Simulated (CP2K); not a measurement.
The C K edge of methyl acetate was computed by TDDFT (CP2K XAS_TDP, aug-cc-pVDZ, TDA) at these levels: PBEh(45%), PBEh(45%) + GW2X and PBEh(60%). The first three lines of C1 (bonded to O and 3 H) with a strength over 0.0015, energy in eV and strength:

```
run           first          second           third
  1  284.92 (0.041)  285.77 (0.004)  286.08 (0.024)
  2  291.63 (0.040)  292.49 (0.004)  292.79 (0.024)
  3  288.96 (0.062)  290.62 (0.039)  290.66 (0.035)
```

Question: Which run is which?

Run 1: PBEh(45%) (45 % exact exchange). Run 2: PBEh(45%) + GW2X (45 % exact exchange). Run 3: PBEh(60%) (60 % exact exchange). Self-interaction lifts the core level, so the uncorrected lines rise with the share of exact exchange. The GW2X run keeps the spacings of its parent: 0.86 eV between the first two lines in run 2, 0.85 eV in run 1. Its shift is +6.71 eV, since the Kohn–Sham level at this share of exchange lies that far above the quasiparticle level.

[Banner, clock and machine lines of the logs are left out without a mark of their own.]

[Logs are printed without paths, hosts, clocks, repeated set-up lines and the standing remarks that a program may print on its own settings, such as how far it seeks lower states.]

[Hosts, paths, dates, database ids (printed as entryN), source tags and the programs' standing remarks are cut or masked in the printed files.]
